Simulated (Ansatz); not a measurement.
## The perfect Ta wire along [111], 7 atoms a period

Aim: is the Ta wire along [111], 7 atoms a period a metal or a semiconductor?

Calculated with Ansatz 0.2.0; DFT PBE, plane waves, PAW; relaxation of a wire's period; PAW set soft_1, in the first sound run; inputs show where later runs differ.

## (1) Set-up

The cell holds 7 atoms: 7 Ta. Its edges and angles: a = 11.495 Å, b = 12.222 Å, c = 2.875 Å, α = 90.0°, β = 90.0°, γ = 90.0°. Vacuum lies along a and b. The structure's axis is c.

## (2) The relaxed wire

Band widths follow the bond lengths, so the wire is relaxed first. The atoms and the third cell vector are free; the box across stays fixed as vacuum. A Fermi-Dirac smearing is set since the result may be a metal. The pressure printed is a third of the stress's trace over the whole box, vacuum included; only the stress along the axis is relaxed.

input.yaml

```yaml
crystal:
  lattice:
    - [11.495, 0.0, 0.0]
    - [0.0, 12.222, 0.0]
    - [0.0, 0.0, 2.8752043406]
  atoms:
    - { symbol: Ta, position: [0.500008222, 0.499981071, 0.0] }
    - { symbol: Ta, position: [0.295780774, 0.389083974, 0.333333333] }
    - { symbol: Ta, position: [0.500008222, 0.721775266, 0.333333333] }
    - { symbol: Ta, position: [0.70423567, 0.389083974, 0.333333333] }
    - { symbol: Ta, position: [0.295780774, 0.610878168, 0.666666667] }
    - { symbol: Ta, position: [0.500008222, 0.278186876, 0.666666667] }
    - { symbol: Ta, position: [0.70423567, 0.610878168, 0.666666667] }
kpoints:
  mp_grid: { grid: [1, 1, 28] }
scf:
  occupations: { method: fermi_dirac, width: 0.05 }
hamiltonian:
  xc: pbe
  pseudopotentials: { kind: paw, azcp: { folder: soft_1 } }
relax:
  cell: { fix: [a, b, alpha, beta, gamma] }
  max_steps: 45
  f_tol: 0.03
```

Launch:

```sh
> ansatz run input.yaml --threads 4 --pin off --max-ram 16384MiB --backend cpu --events-out ev --progress --plain --runs-dir out
```

Numbers of over 12 decimals in the logs are rounded to 6 here.

The log of the run:

```text
Engine: ansatz 0.2.0, aarch64-unknown-linux-gnu
Pseudopotentials: kind: paw
Pseudopotential: Ta, paw, valence charge 13, recommended cutoff 420 eV (normal), soft_1/Ta.paw.azcp
Functional definition: PBE
  parameter kappa = 0.804
  parameter beta = 0.066725
  exchange = pbe_x(kappa = kappa, mu = beta*pi^2/3)
  correlation = pbe_c(beta = beta)
Crystal: 7 atoms, lattice volume = 403.943 Å³
Basis set: ecut = 420 eV, 7883 PW (Γ), exchange–correlation on 160×180×40 points (8 copies of the dense FFT grid, shifted against one another)
Bands: 55, of which v1, the nominal top of the filled ones, is band 46 counted from 1 (45 counted from 0)
Symmetry: 4 space group operations
Space group: P2/m (ITA 10), of the structure as read, at distance tolerance 7.4e-5 Å
k-points: 15 of 28
Non-local potential: Ta, projectors of the file, l = 0: 3, l = 1: 2, l = 2: 2, l = 3: 1
PAW form: soft (Blöchl's): semilocal exchange-correlation on the pseudo side does not see the compensation charge
PAW one-centre angular grid: Ta, 590 points (default); XC on 64 Gauss nodes
Initial density: superposition of atomic densities (neutral atoms: chi_scale 0, normalization atom)
Initial wavefunctions: pseudopotential atomic-orbital guess
Functional: x = pbe(κ = 0.804, μ = 0.219515), c = pbe(β = 0.066725)
SCF iter   1: F=—  HF=-69528.380972 eV  |F-HF|=—  |Δ(HF+E_count)|=         —  Δρ=4.35e-2  dr2=5.07e1  ethr=3.10e-3  ⟨swp⟩=10.9  Hψ=3805  notcnv=0
preconditioner: auto → LDOS  [metal: Δε(μ)=0.030 eV  Ē_g=3.718 eV  σ=0.050 eV  W_gap=0.15  n_scr=50 (ndim 8)  ℏωp=10.9 eV  f_vac=0.474  D(μ)=10.74/eV (n_scr^D=54)  β→1.0]
SCF iter   2: F=—  HF=-69522.397890 eV  |F-HF|=—  |Δ(HF+E_count)|=    5.98e0  Δρ=3.31e-2  dr2=1.50e1  ethr=3.10e-3  ⟨swp⟩=5.4  Hψ=2343  notcnv=0  defer=6
SCF iter   3: F=—  HF=-69521.054484 eV  |F-HF|=—  |Δ(HF+E_count)|=    1.34e0  Δρ=8.97e-3  dr2=2.01e0  ethr=3.10e-3  ⟨swp⟩=4.5  Hψ=1927  notcnv=0
SCF iter   4: F=—  HF=-69520.747796 eV  |F-HF|=—  |Δ(HF+E_count)|=   3.07e-1  Δρ=3.18e-3  dr2=3.78e-1  ethr=2.21e-3  ⟨swp⟩=2.3  Hψ=995  notcnv=0
SCF iter   5: F=—  HF=-69520.720657 eV  |F-HF|=—  |Δ(HF+E_count)|=   2.71e-2  Δρ=1.58e-3  dr2=6.91e-2  ethr=4.15e-4  ⟨swp⟩=3.3  Hψ=1340  notcnv=0
SCF iter   6: F=—  HF=-69520.716477 eV  |F-HF|=—  |Δ(HF+E_count)|=   4.18e-3  Δρ=3.58e-4  dr2=1.29e-3  ethr=7.59e-5  ⟨swp⟩=2.0  Hψ=1158  notcnv=0  defer=3
SCF iter   7: F=—  HF=-69520.716451 eV  |F-HF|=—  |Δ(HF+E_count)|=   2.55e-5  Δρ=9.58e-5  dr2=1.24e-4  ethr=1.41e-6  ⟨swp⟩=3.5  Hψ=1725  notcnv=0  defer=3
SCF iter   8: F=—  HF=-69520.716485 eV  |F-HF|=—  |Δ(HF+E_count)|=   3.40e-5  Δρ=3.75e-5  dr2=3.40e-5  ethr=1.36e-7  ⟨swp⟩=2.0  Hψ=1086  notcnv=0  defer=3
SCF iter   9: F=—  HF=-69520.716564 eV  |F-HF|=—  |Δ(HF+E_count)|=   7.84e-5  Δρ=1.03e-5  dr2=1.31e-6  ethr=3.73e-8  ⟨swp⟩=2.0  Hψ=981  notcnv=0  defer=3
SCF iter  10: F=—  HF=-69520.716564 eV  |F-HF|=—  |Δ(HF+E_count)|=   1.78e-7  Δρ=3.34e-6  dr2=1.05e-7  ethr=1.44e-9  ⟨swp⟩=3.5  Hψ=1718  notcnv=0  defer=3
SCF iter  11: F=-69520.716564 eV  HF=-69520.716564 eV  |F-HF|=4.66e-9  |Δ(HF+E_count)|=   1.55e-8  Δρ=1.33e-6  dr2=1.87e-8  ethr=1.10e-10  ⟨swp⟩=5.3  Hψ=2754  notcnv=0
SCF 1 converged in 11 iterations: F = -69520.716564 eV  dr2 = 1.87e-8
  greatest PAW one-centre occupation: 0.999 electrons in one spin orbital (limit 2), on the Ta atom at site 0 (counted from 0), in its partial waves of l = 0
relax step   1: F+E_penalty+E_count = -69520.71656374 eV  Δ(F+E_penalty+E_count) = +0.000e0 eV  max|allowed force component| = 1.739e0 eV/Å  Δτ_max = 0.0000 Å  P = -6.196 GPa  Ω = 403.943 Å³  fix = [a, b, alpha, beta, gamma]  reactions: a -5.651, b -5.670 GPa; alpha -0.003 GPa/rad  (11 SCF iters, dr2 threshold 1.00e-7 eV, accepted)
Crystal: 7 atoms, lattice volume = 389.168 Å³
Basis set: ecut = 420 eV, 7671 PW (Γ), exchange–correlation on 160×180×40 points (8 copies of the dense FFT grid, shifted against one another)
Initial density: handed on by an earlier stage of this run
Initial wavefunctions: those handed on with the density
SCF iter   1: F=—  HF=-69522.543985 eV  |F-HF|=—  |Δ(HF+E_count)|=         —  Δρ=1.88e-2  dr2=7.26e0  ethr=3.10e-3  ⟨swp⟩=10.9  Hψ=3752  notcnv=0
preconditioner: auto → LDOS  [metal: Δε(μ)=0.012 eV  Ē_g=3.565 eV  σ=0.050 eV  W_gap=0.06  n_scr=50 (ndim 8)  ℏωp=11.1 eV  f_vac=0.530  D(μ)=8.70/eV (n_scr^D=44)  β→1.0]
SCF iter   2: F=—  HF=-69522.491405 eV  |F-HF|=—  |Δ(HF+E_count)|=   5.26e-2  Δρ=1.65e-2  dr2=8.49e0  ethr=3.10e-3  ⟨swp⟩=4.7  Hψ=1934  notcnv=0  defer=5
SCF iter   3: F=—  HF=-69521.773374 eV  |F-HF|=—  |Δ(HF+E_count)|=   7.18e-1  Δρ=2.22e-3  dr2=1.58e-2  ethr=3.10e-3  ⟨swp⟩=3.0  Hψ=1363  notcnv=0  defer=6
SCF iter   4: F=—  HF=-69521.779747 eV  |F-HF|=—  |Δ(HF+E_count)|=   6.37e-3  Δρ=7.14e-4  dr2=2.15e-3  ethr=1.73e-5  ⟨swp⟩=3.0  Hψ=1672  notcnv=0  defer=6
SCF iter   5: F=—  HF=-69521.781332 eV  |F-HF|=—  |Δ(HF+E_count)|=   1.59e-3  Δρ=2.07e-4  dr2=5.83e-4  ethr=2.36e-6  ⟨swp⟩=2.0  Hψ=1103  notcnv=0  defer=6
SCF iter   6: F=—  HF=-69521.781580 eV  |F-HF|=—  |Δ(HF+E_count)|=   2.48e-4  Δρ=7.36e-5  dr2=9.75e-5  ethr=6.40e-7  ⟨swp⟩=2.0  Hψ=1089  notcnv=0  defer=6
SCF iter   7: F=—  HF=-69521.781582 eV  |F-HF|=—  |Δ(HF+E_count)|=   1.93e-6  Δρ=2.71e-5  dr2=1.68e-5  ethr=1.07e-7  ⟨swp⟩=2.1  Hψ=1127  notcnv=0  defer=6
SCF iter   8: F=—  HF=-69521.781582 eV  |F-HF|=—  |Δ(HF+E_count)|=   1.94e-7  Δρ=7.41e-6  dr2=9.02e-7  ethr=1.85e-8  ⟨swp⟩=2.0  Hψ=1096  notcnv=0  defer=6
SCF iter   9: F=-69521.781582 eV  HF=-69521.781582 eV  |F-HF|=7.05e-8  |Δ(HF+E_count)|=   2.09e-7  Δρ=3.24e-6  dr2=1.21e-7  ethr=7.69e-10  ⟨swp⟩=5.1  Hψ=3127  notcnv=0
SCF 2 converged in 9 iterations: F = -69521.781582 eV  dr2 = 1.21e-7
relax step   2: F+E_penalty+E_count = -69521.78158236 eV  Δ(F+E_penalty+E_count) = -1.065e0 eV  max|allowed force component| = 7.390e-1 eV/Å  Δτ_max = 0.1956 Å  P = +1.893 GPa  Ω = 389.168 Å³  energy of the carried Pulay correction = +9.353e-4 eV  fix = [a, b, alpha, beta, gamma]  reactions: a +2.192, b +2.224 GPa; alpha +0.013 GPa/rad  (9 SCF iters, dr2 threshold 7.00e-7 eV, accepted)
Crystal: 7 atoms, lattice volume = 390.026 Å³
iter 1 solved again at ethr=8.99e-4 eV; its pass at ethr=3.10e-3 eV (dr2=8.18e-1 eV) is discarded
SCF iter   1: F=—  HF=-69521.995352 eV  |F-HF|=—  |Δ(HF+E_count)|=         —  Δρ=6.12e-3  dr2=7.99e-1  ethr=8.99e-4  ⟨swp⟩=1.1  Hψ=3688  notcnv=0
preconditioner: auto → LDOS  [metal: Δε(μ)=0.017 eV  Ē_g=3.134 eV  σ=0.050 eV  W_gap=0.08  n_scr=50 (ndim 8)  ℏωp=11.1 eV  f_vac=0.510  D(μ)=12.18/eV (n_scr^D=74)  β→1.0]
SCF iter   2: F=—  HF=-69521.963243 eV  |F-HF|=—  |Δ(HF+E_count)|=   3.21e-2  Δρ=4.70e-3  dr2=5.18e-1  ethr=8.78e-4  ⟨swp⟩=3.3  Hψ=1296  notcnv=0
SCF iter   3: F=—  HF=-69521.912123 eV  |F-HF|=—  |Δ(HF+E_count)|=   5.11e-2  Δρ=7.98e-4  dr2=4.16e-3  ethr=5.70e-4  ⟨swp⟩=2.5  Hψ=1282  notcnv=0  defer=4
SCF iter   4: F=—  HF=-69521.911499 eV  |F-HF|=—  |Δ(HF+E_count)|=   6.24e-4  Δρ=2.41e-4  dr2=6.40e-4  ethr=4.57e-6  ⟨swp⟩=3.1  Hψ=1634  notcnv=0  defer=4
SCF iter   5: F=—  HF=-69521.911581 eV  |F-HF|=—  |Δ(HF+E_count)|=   8.26e-5  Δρ=7.25e-5  dr2=7.53e-5  ethr=7.03e-7  ⟨swp⟩=2.0  Hψ=1075  notcnv=0  defer=4
SCF iter   6: F=—  HF=-69521.911593 eV  |F-HF|=—  |Δ(HF+E_count)|=   1.20e-5  Δρ=2.27e-5  dr2=5.55e-6  ethr=8.28e-8  ⟨swp⟩=2.4  Hψ=1371  notcnv=0  defer=4
SCF iter   7: F=—  HF=-69521.911594 eV  |F-HF|=—  |Δ(HF+E_count)|=   1.15e-6  Δρ=7.03e-6  dr2=9.33e-7  ethr=7.69e-10  ⟨swp⟩=6.0  Hψ=3300  notcnv=0
SCF iter   8: F=-69521.911594 eV  HF=-69521.911595 eV  |F-HF|=2.16e-8  |Δ(HF+E_count)|=   1.00e-7  Δρ=3.18e-6  dr2=1.34e-7  ethr=7.69e-10  ⟨swp⟩=5.0  Hψ=2675  notcnv=0
SCF 3 converged in 8 iterations: F = -69521.911594 eV  dr2 = 1.34e-7
relax step   3: F+E_penalty+E_count = -69521.91159449 eV  Δ(F+E_penalty+E_count) = -1.300e-1 eV  max|allowed force component| = 9.218e-2 eV/Å  Δτ_max = 0.0637 Å  P = -0.555 GPa  Ω = 390.026 Å³  energy of the carried Pulay correction = +8.800e-4 eV  fix = [a, b, alpha, beta, gamma]  reactions: a -0.377, b -0.357 GPa; alpha +0.020 GPa/rad  (8 SCF iters, dr2 threshold 7.00e-7 eV, accepted)
Crystal: 7 atoms, lattice volume = 388.249 Å³
Basis set: ecut = 420 eV, 7639 PW (Γ), exchange–correlation on 160×180×40 points (8 copies of the dense FFT grid, shifted against one another)
iter 1 solved again at ethr=9.78e-6 eV; its pass at ethr=3.10e-3 eV (dr2=8.90e-3 eV) is discarded
SCF iter   1: F=—  HF=-69521.924648 eV  |F-HF|=—  |Δ(HF+E_count)|=         —  Δρ=1.17e-3  dr2=9.21e-3  ethr=9.78e-6  ⟨swp⟩=3.0  Hψ=4121  notcnv=0
preconditioner: auto → LDOS  [metal: Δε(μ)=0.016 eV  Ē_g=3.220 eV  σ=0.050 eV  W_gap=0.08  n_scr=50 (ndim 8)  ℏωp=11.1 eV  f_vac=0.512  D(μ)=11.20/eV (n_scr^D=62)  β→1.0]
SCF iter   2: F=—  HF=-69521.923644 eV  |F-HF|=—  |Δ(HF+E_count)|=   1.00e-3  Δρ=6.84e-4  dr2=5.07e-3  ethr=9.78e-6  ⟨swp⟩=2.0  Hψ=1370  notcnv=0
SCF iter   3: F=—  HF=-69521.923037 eV  |F-HF|=—  |Δ(HF+E_count)|=   6.07e-4  Δρ=1.13e-4  dr2=1.90e-4  ethr=5.57e-6  ⟨swp⟩=2.0  Hψ=1059  notcnv=0
SCF iter   4: F=—  HF=-69521.923103 eV  |F-HF|=—  |Δ(HF+E_count)|=   6.53e-5  Δρ=4.26e-5  dr2=1.33e-5  ethr=2.09e-7  ⟨swp⟩=2.2  Hψ=1132  notcnv=0
SCF iter   5: F=—  HF=-69521.923103 eV  |F-HF|=—  |Δ(HF+E_count)|=   4.73e-7  Δρ=1.17e-5  dr2=9.24e-7  ethr=1.46e-8  ⟨swp⟩=2.5  Hψ=1522  notcnv=0
SCF iter   6: F=-69521.923104 eV  HF=-69521.923104 eV  |F-HF|=1.46e-10  |Δ(HF+E_count)|=   6.03e-7  Δρ=4.59e-6  dr2=1.47e-7  ethr=7.69e-10  ⟨swp⟩=5.0  Hψ=3062  notcnv=0
SCF 4 converged in 6 iterations: F = -69521.923104 eV  dr2 = 1.47e-7
relax step   4: F+E_penalty+E_count = -69521.92310381 eV  Δ(F+E_penalty+E_count) = -1.151e-2 eV  max|allowed force component| = 8.230e-3 eV/Å  Δτ_max = 0.0177 Å  P = -0.183 GPa  Ω = 388.249 Å³  energy of the carried Pulay correction = +9.946e-4 eV  fix = [a, b, alpha, beta, gamma]  reactions: a -0.091, b -0.076 GPa; alpha +0.015 GPa/rad  (6 SCF iters, dr2 threshold 7.00e-7 eV, accepted)
Crystal: 7 atoms, lattice volume = 386.883 Å³
Basis set: ecut = 420 eV, 7623 PW (Γ), exchange–correlation on 160×180×40 points (8 copies of the dense FFT grid, shifted against one another)
iter 1 solved again at ethr=1.74e-6 eV; its pass at ethr=3.10e-3 eV (dr2=1.59e-3 eV) is discarded
SCF iter   1: F=—  HF=-69521.925457 eV  |F-HF|=—  |Δ(HF+E_count)|=         —  Δρ=5.21e-4  dr2=1.76e-3  ethr=1.74e-6  ⟨swp⟩=3.1  Hψ=4215  notcnv=0
preconditioner: auto → LDOS  [metal: Δε(μ)=0.015 eV  Ē_g=3.222 eV  σ=0.050 eV  W_gap=0.08  n_scr=50 (ndim 8)  ℏωp=11.2 eV  f_vac=0.512  D(μ)=11.59/eV (n_scr^D=62)  β→1.0]
SCF iter   2: F=—  HF=-69521.925126 eV  |F-HF|=—  |Δ(HF+E_count)|=   3.31e-4  Δρ=2.57e-4  dr2=4.68e-4  ethr=1.74e-6  ⟨swp⟩=2.2  Hψ=1380  notcnv=0
SCF iter   3: F=—  HF=-69521.925061 eV  |F-HF|=—  |Δ(HF+E_count)|=   6.45e-5  Δρ=5.69e-5  dr2=3.37e-5  ethr=5.15e-7  ⟨swp⟩=2.9  Hψ=1599  notcnv=0
SCF iter   4: F=—  HF=-69521.925120 eV  |F-HF|=—  |Δ(HF+E_count)|=   5.86e-5  Δρ=2.27e-5  dr2=1.12e-5  ethr=3.71e-8  ⟨swp⟩=2.2  Hψ=1406  notcnv=0
SCF iter   5: F=—  HF=-69521.925119 eV  |F-HF|=—  |Δ(HF+E_count)|=   8.31e-7  Δρ=7.84e-6  dr2=1.22e-6  ethr=1.23e-8  ⟨swp⟩=1.9  Hψ=926  notcnv=0
SCF iter   6: F=-69521.925119 eV  HF=-69521.925119 eV  |F-HF|=2.92e-8  |Δ(HF+E_count)|=   3.19e-8  Δρ=2.34e-6  dr2=6.89e-8  ethr=3.97e-10  ⟨swp⟩=5.4  Hψ=3072  notcnv=0
SCF 5 converged in 6 iterations: F = -69521.925119 eV  dr2 = 6.89e-8
relax step   5: F+E_penalty+E_count = -69521.92511914 eV  Δ(F+E_penalty+E_count) = -2.015e-3 eV  max|allowed force component| = 1.668e-2 eV/Å  Δτ_max = 0.0046 Å  P = -0.052 GPa  Ω = 386.883 Å³  energy of the carried Pulay correction = +1.083e-3 eV  fix = [a, b, alpha, beta, gamma]  reactions: a -0.090, b -0.023 GPa; alpha +0.021 GPa/rad  (6 SCF iters, dr2 threshold 3.61e-7 eV, accepted)
Initial wavefunctions: pseudopotential atomic-orbital guess (no wavefunctions were taken with the density)
iter 1 solved again at ethr=1.52e-6 eV; its pass at ethr=3.10e-3 eV (dr2=1.38e-3 eV) is discarded
SCF iter   1: F=—  HF=-69521.924046 eV  |F-HF|=—  |Δ(HF+E_count)|=         —  Δρ=4.59e-5  dr2=1.02e-6  ethr=1.52e-6  ⟨swp⟩=4.6  Hψ=6294  notcnv=0
eigensolver tolerance schedule: the retry pair's looser diagonalisation over-reported the residual by 1350.82 of it (diagonalisation noise at 1.96 of the residual, at the tolerance the schedule requests for it); recorded, not acted on — ethr = c·dr2/N_el stays at c = 1.0e-1
preconditioner: auto → LDOS  [metal: Δε(μ)=0.016 eV  Ē_g=3.221 eV  σ=0.050 eV  W_gap=0.08  n_scr=50 (ndim 8)  ℏωp=11.2 eV  f_vac=0.512  D(μ)=11.80/eV (n_scr^D=74)  β→1.0]
SCF iter   2: F=—  HF=-69521.924111 eV  |F-HF|=—  |Δ(HF+E_count)|=   6.54e-5  Δρ=4.26e-6  dr2=5.66e-8  ethr=1.12e-9  ⟨swp⟩=3.1  Hψ=1850  notcnv=0
SCF iter   3: F=—  HF=-69521.924111 eV  |F-HF|=—  |Δ(HF+E_count)|=   4.69e-9  Δρ=1.59e-6  dr2=1.79e-8  ethr=6.21e-11  ⟨swp⟩=2.4  Hψ=1552  notcnv=0
SCF iter   4: F=—  HF=-69521.924111 eV  |F-HF|=—  |Δ(HF+E_count)|=   4.61e-9  Δρ=5.19e-7  dr2=2.10e-9  ethr=1.97e-11  ⟨swp⟩=2.2  Hψ=1416  notcnv=0
SCF iter   5: F=—  HF=-69521.924111 eV  |F-HF|=—  |Δ(HF+E_count)|=  1.02e-10  Δρ=2.24e-7  dr2=4.10e-10  ethr=2.30e-12  ⟨swp⟩=3.0  Hψ=1798  notcnv=0
SCF iter   6: F=-69521.924111 eV  HF=-69521.924111 eV  |F-HF|=1.46e-11  |Δ(HF+E_count)|=  2.91e-11  Δρ=8.04e-8  dr2=6.91e-11  ethr=1.00e-12  ⟨swp⟩=4.3  Hψ=3224  notcnv=0
SCF 6 converged in 6 iterations: F = -69521.924111 eV  dr2 = 6.91e-11
relax step   6: F+E_penalty+E_count = -69521.92411131 eV  Δ(F+E_penalty+E_count) = +1.008e-3 eV  max|allowed force component| = 1.685e-2 eV/Å  Δτ_max = 0.0000 Å  P = -0.051 GPa  Ω = 386.883 Å³  fix = [a, b, alpha, beta, gamma]  reactions: a -0.089, b -0.021 GPa; alpha +0.021 GPa/rad  stress off target by 4.46e-2 GPa on what of the cell is left free  SCF on the basis re-selected at this cell (its energy is not comparable with the rows above)  (6 SCF iters)
basis re-selected at this cell: Δ(F+E_penalty+E_count) = +1.008e-3 eV, ΔP = +0.000 GPa vs the last step (what re-selecting the basis moved, of the pressure what is left beyond the Pulay correction that the steps carried, after the strain that the cell walked since its last selection, with what the two solves' SCF thresholds leave and, on support functions, any second-order correction that the steps lacked; it is no m [...]
SCF converged after 6 iterations
Free energy (F): -69521.924111 eV
Harris-Foulkes:  -69521.924111 eV  (|F-HF|=1.46e-11)
Internal energy: -69521.826257 eV  (E = F + TS)
E sigma→0 (E₀):  -69521.875184 eV
Entropy (-TS):   -0.097854 eV (-13.979 meV/atom)
Fermi energy:    3.844508 eV
--- Per-component energies (eV) ---
  E_band       = -2114.003264
  E_kinetic    = 2754.763025
  E_local      = -29601.180787  (includes V_loc(G=0)·N_el)
  E_nonlocal   = -75.779254
  E_hartree    = 13576.274573
  E_xc         = -2240.837868
  E_vxc        = -1624.648059  (∫ρ·V_xc dr)
  E_paw        = -58131.531857  (= ΣΔE_a)
  E_vpaw       = -719.706877  (= ΣTr[D̂ρ^β])
  E_aug_tail   = 0.000651  (compensation charges beyond the density's cutoff)
  E_ewald      = 4196.465259
  E_smearing   = -0.097854  (= −TS)
  E_closure    = 0.000000  (closes the sum)
  Σ components = -69521.924111   (vs F -69521.924111, Δ=0.00e0)
--- Forces (eV/Å), atoms counted from 1 ---
  atom   1  Ta     0.00000000     0.00000000     0.00000000
  atom   2  Ta    -0.00997036    -0.00484027     0.00852283
  atom   3  Ta     0.00000000     0.01685415     0.00121076
  atom   4  Ta     0.00997036    -0.00484027     0.00852283
  atom   5  Ta    -0.00997036     0.00484027    -0.00852283
  atom   6  Ta     0.00000000    -0.01685415    -0.00121076
  atom   7  Ta     0.00997036     0.00484027    -0.00852283
  max |Σ_I F_I| component: 3.47e-18 eV/Å
--- Stress (GPa, compression-positive) ---
       -0.088673       0.000000       0.000000
        0.000000      -0.020950      -0.021400
        0.000000      -0.021400      -0.044550
  P = ⅓ Tr σ = -0.0514 GPa (-0.514 kbar)
--- Relaxed structure (5 steps of the walk, 5 accepted, 1 SCFs on fresh bases) ---
  F+E_penalty+E_count = -69521.92411131 eV   max|allowed force component| = 1.685e-2 eV/Å   (the final SCF, on the basis selected at the relaxed cell)
  cell:  # Å, volume = 386.8828 Å³
    - [11.495, 0, 0]
    - [0, 12.222, 0]
    - [0, 0, 2.753773]
  atoms:
    - { symbol: Ta, position: [0.500008222, 0.499981071, 0] }
    - { symbol: Ta, position: [0.305331, 0.394469, 0.306050] }
    - { symbol: Ta, position: [0.500008222, 0.710741, 0.305770] }
    - { symbol: Ta, position: [0.694686, 0.394469, 0.306050] }
    - { symbol: Ta, position: [0.305331, 0.605493, 0.693950] }
    - { symbol: Ta, position: [0.500008222, 0.289221, 0.694230] }
    - { symbol: Ta, position: [0.694686, 0.605493, 0.693950] }
```

The job ended after 26 s (4 threads of Arm Neoverse V2, shared host; peak memory 0.94 GiB; 1.7 min of CPU time).

(Part 1 of 2 ends here.)

[Logs are printed without paths, hosts, clocks, repeated set-up lines and the standing remarks that a program may print on its own settings, such as how far it seeks lower states.]

[Hosts, paths, dates, database ids (printed as entryN), source tags and the programs' standing remarks are cut or masked in the printed files.]
